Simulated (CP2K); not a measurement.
3-nitrosopyrrole has these distinct N atoms: N2 (bonded to C and O) and N6 (bonded to 2 C and H).

```xyz
11

O     2.8375   -0.8915    0.4371
N     2.2814    0.1169   -0.0351
C     0.8759    0.0725   -0.0246
C     0.0483    1.1173   -0.5513
C    -1.2558    0.7253   -0.3701
N    -1.2377   -0.5215    0.2511
C     0.0357   -0.9366    0.4684
H     0.3990    2.0367   -1.0061
H    -2.1941    1.2050   -0.6216
H    -2.0678   -1.0446    0.5097
H     0.2775   -1.8794    0.9424
```

Their partial N K spectra (CP2K XAS_TDP, all-electron GAPW, PBEh(45%), aug-cc-pVDZ, TDA, GW2X-corrected core level, no relativity) are given in random order, each times the number of alike atoms.

Gaussian full width 0.5 eV, oscillator strength per eV, alike atoms added, rows of zeros left out:

| E (eV) | curve 1 | curve 2 |
| --- | --- | --- |
| 399.75 | 0.002 | 0.000 |
| 400.00 | 0.030 | 0.000 |
| 400.25 | 0.108 | 0.000 |
| 400.50 | 0.100 | 0.000 |
| 400.75 | 0.023 | 0.000 |
| 401.00 | 0.001 | 0.000 |
| 401.75 | 0.000 | 0.002 |
| 402.00 | 0.000 | 0.022 |
| 402.25 | 0.000 | 0.055 |
| 402.50 | 0.000 | 0.034 |
| 402.75 | 0.000 | 0.005 |
| 403.75 | 0.000 | 0.002 |
| 404.00 | 0.000 | 0.016 |
| 404.25 | 0.000 | 0.030 |
| 404.50 | 0.000 | 0.018 |
| 404.75 | 0.000 | 0.014 |
| 405.00 | 0.000 | 0.009 |
| 405.25 | 0.000 | 0.002 |
| 406.25 | 0.000 | 0.002 |
| 406.50 | 0.000 | 0.004 |
| 406.75 | 0.000 | 0.007 |
| 407.00 | 0.000 | 0.008 |
| 407.25 | 0.000 | 0.004 |
| 407.50 | 0.004 | 0.006 |
| 407.75 | 0.011 | 0.021 |
| 408.00 | 0.014 | 0.040 |
| 408.25 | 0.010 | 0.050 |
| 408.50 | 0.009 | 0.034 |
| 408.75 | 0.011 | 0.024 |
| 409.00 | 0.013 | 0.027 |
| 409.25 | 0.019 | 0.019 |
| 409.50 | 0.017 | 0.018 |
| 409.75 | 0.008 | 0.020 |
| 410.00 | 0.021 | 0.017 |
| 410.25 | 0.036 | 0.010 |
| 410.50 | 0.022 | 0.008 |
| 410.75 | 0.023 | 0.010 |
| 411.00 | 0.032 | 0.012 |
| 411.25 | 0.030 | 0.007 |
| 411.50 | 0.022 | 0.003 |
| 411.75 | 0.016 | 0.002 |

**Question.** Which curve belongs to which atom?

Curve 1: N2 (bonded to C and O), leading line at 400.36 eV (f = 0.066 an atom), ionisation energy 409.16 eV, term value 8.80 eV. Curve 2: N6 (bonded to 2 C and H), leading line at 402.29 eV (f = 0.030 an atom), ionisation energy 407.55 eV, term value 5.26 eV. The leading line of an atom is its first one with 35 % of the strongest within 2.5 eV of its lowest line over the strength cut. A line lies at the core ionisation energy, which rises as an atom loses charge to its neighbours or to a π system, less the term value, which is large for a low π* or σ* orbital with weight on that atom.

[Banner, clock and machine lines of the logs are left out without a mark of their own.]

[Logs are printed without paths, hosts, clocks, repeated set-up lines and the standing remarks that a program may print on its own settings, such as how far it seeks lower states.]

[Hosts, paths, dates, database ids (printed as entryN), source tags and the programs' standing remarks are cut or masked in the printed files.]
